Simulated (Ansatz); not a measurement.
# How many bands does the GW gap of TiO2 (Anatase) need?, part 2 of 2

How do accuracy and time trade against each other in G0W0 on TiO2 (Anatase)?

Ansatz 0.2.0; G0W0 on PBE, plane waves, PAW. Known limits of the many-body steps: not at the basis limit.

So far. Step 4 (539 empty bands, screening to 230 eV): Against the run with 6×6×6 mesh, 250 empty bands, screening to 138 eV, the gap moves by +0.06 eV.

## Step 5: Changing the k mesh: 4×4×4 mesh, 250 empty bands, screening to 138 eV

Only the mesh changes. It samples the long-range screening, which converges on its own terms. Bands and cutoff differ from the step before, so it is read against an earlier run that matches them.

input.yaml reads:

```yaml
crystal:
  lattice:
    - [-1.8921, 1.8921, 4.7573]
    - [1.8921, -1.8921, 4.7573]
    - [1.8921, 1.8921, -4.7573]
  atoms:
    - { symbol: Ti, position: [0.0, 0.0, 0.0] }
    - { symbol: Ti, position: [0.75, 0.25, 0.5] }
    - { symbol: O, position: [0.2081, 0.2081, 0.0] }
    - { symbol: O, position: [0.9581, 0.4581, 0.5] }
    - { symbol: O, position: [0.5419, 0.0419, 0.5] }
    - { symbol: O, position: [0.7919, 0.7919, 0.0] }
kpoints:
  mp_grid: { grid: [4, 4, 4] }
hamiltonian:
  xc: pbe
scf:
  occupations: { method: fixed }
gw:
  n_empty_bands: 250
  ecut_chi: 138
  qp_bands: [v2, c2]
  qp_kpoints: band_edges
  screening: { model: contour_deformation }
```

Launch:

```
$ ansatz run input.yaml --threads 3 --pin off --max-ram 64512MiB --backend cuda --events-out ev --progress --plain --runs-dir out --devices 1 --max-vram 24GiB  # rebuilt from the run's record
```

Numbers of over 12 decimals in the logs are rounded to 6 here.

What it wrote:

```text
GPUs: using 1 of 1 available (devices: 1).
[...]
GPU FFT provider: cuFFT
GPU libraries: cuBLAS 13.8.2, cuFFT 12.4.0, cuSOLVER 12.3.4
Crystal: 6 atoms, lattice volume = 68.125 Å³
Basis set: ecut = 420 eV, 1315 PW (Γ)
Bands: 30, of which v1, the nominal top of the filled ones, is band 24 counted from 1 (23 counted from 0)
Symmetry: 16 space group operations
[...]
k-points: 13 of 64
[...]
1    26     10.4748   -14.3444    -7.0150   -22.6639  0.7131    11.8214    11.7793  root
[...]
12    23      7.2109   -26.1919     4.5355   -21.3784  0.7130     6.9314     6.9329  root
    12    24      7.2109   -26.1919     4.5355   -21.3784  0.7130     6.9314     6.9329  root
    12    25      9.8128   -13.1820    -7.0067   -21.4113  0.7199    11.0698    11.0354  root
    12    26      9.8128   -13.1820    -7.0067   -21.4113  0.7199    11.0698    11.0354  root
[key lines of the parts left out:]
SCF converged after 6 iterations
Free energy (F): -7277.465466 eV
Fermi energy:    7.291448 eV
```

Run time: 21 s. Hardware: 1 × NVIDIA H100 80GB HBM3 (shared by 3 runs) with 3 threads of AMD EPYC 7R13 (Zen 3), shared host; peak memory 1.3 GiB.

Numbers from this step:

| Quantity | Value |
| --- | --- |
| bands summed | 274 |
| RPA ε∞ on this mesh (eigenvalues) | 6.029, 6.804, 6.804 |
| plane waves in the screening matrix | 253 |
| G0W0 gap on the mesh | 3.612 eV |
| k of the valence top | 0, 0, -0.5 |
| k of the conduction bottom | 0, 0, 0 |
| starting gap on the mesh | 2.164 eV |
| least direct G0W0 gap on the computed points | 3.929 eV |

Against the run with 6×6×6 mesh, 250 empty bands, screening to 138 eV, the gap moves by −0.002 eV.

## Step 6: Changing the frequency model: 6×6×6 mesh, 539 empty bands, screening to 230 eV, plasmon pole

A plasmon pole stands in for the full frequency dependence of the screening; this run shows what that costs in accuracy. Bands and cutoff differ from the step before, so it is read against an earlier run that matches them.

input.yaml, the sections that differ from step 5:

```yaml
kpoints:
  mp_grid: { grid: [6, 6, 6] }
gw:
  n_empty_bands: 539
  ecut_chi: 230.0
  qp_bands: [v2, c2]
  qp_kpoints: band_edges
  screening: { model: godby_needs }
# crystal, hamiltonian, scf: as in step 5
```

What it wrote:

```text
GPUs: using 1 of 1 available (devices: 1).
[...]
GPU FFT provider: cuFFT
GPU libraries: cuBLAS 13.8.2, cuFFT 12.4.0, cuSOLVER 12.3.4
Crystal: 6 atoms, lattice volume = 68.125 Å³
Basis set: ecut = 420 eV, 1315 PW (Γ)
Bands: 30, of which v1, the nominal top of the filled ones, is band 24 counted from 1 (23 counted from 0)
Symmetry: 16 space group operations
[...]
k-points: 30 of 216
[...]
1    26     10.3998   -14.3012    -6.4748   -21.9275  0.7710    11.5596    11.5514  root
[...]
29    23      7.2097   -26.1440     4.3988   -21.3790  0.7613     6.8427     6.8434  root
    29    24      7.2097   -26.1440     4.3988   -21.3790  0.7613     6.8427     6.8434  root
    29    25      9.8146   -13.2308    -7.0046   -21.4109  0.7762    10.9977    10.9901  root
    29    26      9.8146   -13.2308    -7.0046   -21.4109  0.7762    10.9977    10.9901  root
[key lines of the parts left out:]
SCF converged after 6 iterations
Free energy (F): -7277.471112 eV
Fermi energy:    7.290149 eV
```

Wall time 3 min (1 × NVIDIA H100 80GB HBM3 (shared by 3 runs) with 3 threads); peak memory 7.5 GiB; 6.8 min of CPU time.

This step gave:

- bands summed: 563
- plasmon-pole fit frequency: 31.17 eV
- RPA ε∞ on this mesh (eigenvalues): 5.992, 6.546, 6.546
- plane waves in the screening matrix: 559
- G0W0 gap on the mesh: 3.633 eV
- k of the valence top: 0, 0, -0.5
- k of the conduction bottom: 0, 0, 0
- starting gap on the mesh: 2.167 eV
- least direct G0W0 gap on the computed points: 3.978 eV

Against the run with 6×6×6 mesh, 539 empty bands, screening to 230 eV, the gap moves by −0.04 eV.

## Step 7: The runs together

Times are wall times on 1 × NVIDIA H100 80GB HBM3 (shared by 3 runs) with 3 threads of AMD EPYC 7R13 (Zen 3), shared host, good to a factor of about two.

| mesh | files | frequency | bands summed | cutoff (eV) | start (eV) | G0W0 (eV) | time | host memory (GiB) |
| --- | --- | --- | --- | --- | --- | --- | --- | --- |
| 6×6×6 | default PAW | contour deformation | 112 | 69 | 2.167 | 3.707 | 98 s | 1.2 |
| 6×6×6 | default PAW | contour deformation | 274 | 138 | 2.167 | 3.614 | 85 s | 1.7 |
| 6×6×6 | default PAW | contour deformation | 563 | 230 | 2.167 | 3.670 | 96 s | 3.2 |
| 4×4×4 | default PAW | contour deformation | 274 | 138 | 2.164 | 3.612 | 21 s | 1.3 |
| 6×6×6 | default PAW | plasmon pole | 563 | 230 | 2.167 | 3.633 | 3 min | 7.5 |

The parts of the quasiparticle energy at the two band edges (eV; QP = start + Σx + Σc − Vxc):

| run | edge | start | Σx | Σc | Vxc | Z | QP |
| --- | --- | --- | --- | --- | --- | --- | --- |
| 112 bands | valence top | 7.29 | -25.81 | 4.90 | -20.94 | 0.72 | 7.32 |
| 112 bands | conduction bottom | 9.46 | -13.08 | -6.15 | -20.79 | 0.74 | 11.02 |
| 274 bands | valence top | 7.29 | -25.81 | 4.59 | -20.94 | 0.71 | 7.01 |
| 274 bands | conduction bottom | 9.46 | -13.08 | -6.55 | -20.79 | 0.73 | 10.63 |
| 563 bands | valence top | 7.29 | -25.81 | 4.38 | -20.94 | 0.70 | 6.79 |
| 563 bands | conduction bottom | 9.46 | -13.08 | -6.71 | -20.79 | 0.73 | 10.46 |

## Step 8: Results

```yaml
112_bands_69_ev: 3.707 eV
274_bands_138_ev: 3.614 eV
563_bands_230_ev: 3.670 eV
mesh_and_start: 6×6×6, PBE
```

In words: From 112 to 563 bands the gap moves by −0.04 eV. Σc changes by −0.52 eV at the valence top and −0.56 eV at the conduction bottom, so the levels themselves move more than the gap between them. The gap turns back along the series, so no limit is drawn from it. On the 4×4×4 mesh in place of 6×6×6 the gap differs by −0.002 eV, of which −0.003 eV is already in the start. The plasmon-pole model gives −0.04 eV against contour deformation, 2 % of the correction, and saved no time in this program. The 6×6×6 mesh misses a band edge: over a band path and its finer mesh (run apart) the PBE gap is 2.12 eV, so the G0W0 gap over the zone may lie about 0.05 eV below its value on the mesh.

[Paths, hosts, dates, memory and timing lines, banners, echoed tables and standing remarks are left out of the program output.]

[Logs are printed without paths, hosts, clocks, repeated set-up lines and the standing remarks that a program may print on its own settings, such as how far it seeks lower states.]

[Runs of the session that timed out or met a known fault of the program may be left out.]

[Cells called generated may have been cut or substituted from an entry of the Crystallography Open Database or the Materials Project.]

[Hosts, paths, dates, database ids (printed as entryN), source tags and the programs' standing remarks are cut or masked in the printed files.]
